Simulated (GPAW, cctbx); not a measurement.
# (CaO)1(YN)1: what bonding does to one electron reflection, worked out

(CaO)1(YN)1, P4/mmm (no. 123), a = 3.4413 Å, b = 3.4413 Å, c = 4.8828 Å, α = 90.00°, β = 90.00°, γ = 90.00°.

```
atom  mult.    x    y    z
  Y1      1  1/2  1/2  1/2
 Ca1      1    0    0    0
  O1      1  1/2  1/2    0
  N1      1    0    0  1/2
```

The cell is a (CaO)1(YN)1 superlattice along [001] of the rock-salt type, started at the mean lattice constant and relaxed freely, with no substrate.

A DFT run (GPAW, PBE, 550 eV, 7×7×5 k-points (along the axes of the calculation cell), Fermi–Dirac width 0.05 eV) gives the static X-ray structure factor of 100 as 18.112 e for the conventional cell; superposed free atoms give 18.329 e. **Problem.** Find the Fourier component V of the crystal potential and the two-beam extinction distance at 300 kV in both cases.

## Step 1: Geometry

The cell volume is Ω = 57.82 Å³ and d(100) = 3.4413 Å, so g = 1/d = 0.2906 Å⁻¹.

## Step 2: The nuclei

Electrons feel nuclei as well as electrons, so the nuclear charges are summed with the same phases.

Phase sums Σ exp(2πi h·x), turned so that the total is real and positive: Y +1.000, Ca -1.000, O +1.000, N -1.000. Then F_Z = 39 × (+1.000) + 20 × (-1.000) + 8 × (+1.000) + 7 × (-1.000) = 20.00 e. The electron term has the same sign for this reflection.

## Step 3: Mott–Bethe

Poisson's equation, term by term, gives V = (e/4πε₀)(F_Z − F)/(πΩg²), with e/4πε₀ = 14.3996 V Å.

The prefactor is 14.3996 × 3.4413²/(π × 57.82) = 0.93872 V per electron. Free atoms: (20.00 − 18.329) × 0.93872 = 1.569 V. Crystal: (20.00 − 18.112) × 0.93872 = 1.772 V. F changes by -1.18 % and V by +13.0 %: the same 0.22 e is measured against F_Z − F = 1.7 e in place of F = 18.3 e.

## Step 4: Extinction distance

In the two-beam case ξ = 1/(λU) with U = 2γm₀eV/h², that is ξ = 150.41 V Å²/(γλV).

At 300 kV, λ = 0.01969 Å and γ = 1.5871. Free atoms: ξ = 3069 Å. Crystal: ξ = 2716 Å. The thickness fringes go as sin²(πt/ξ), so the two patterns slip by a quarter of a period when t|1/ξ₁ − 1/ξ₀| = 1/4, at t ≈ 591 nm. Thermal motion, absorption and many-beam coupling, left out here, change a real pattern.

## Step 5: Answer

V(100) is 1.77 V against 1.57 V, and ξ is 2716 against 3069 Å. Limits: static atoms, two beams.

[Outputs are excerpts: Python notices, other lines and further rows are left out; steps that failed or that the build refused (PBEsol, TPSS) are not shown.]

[Logs are printed without paths, hosts, clocks, repeated set-up lines and the standing remarks that a program may print on its own settings, such as how far it seeks lower states.]
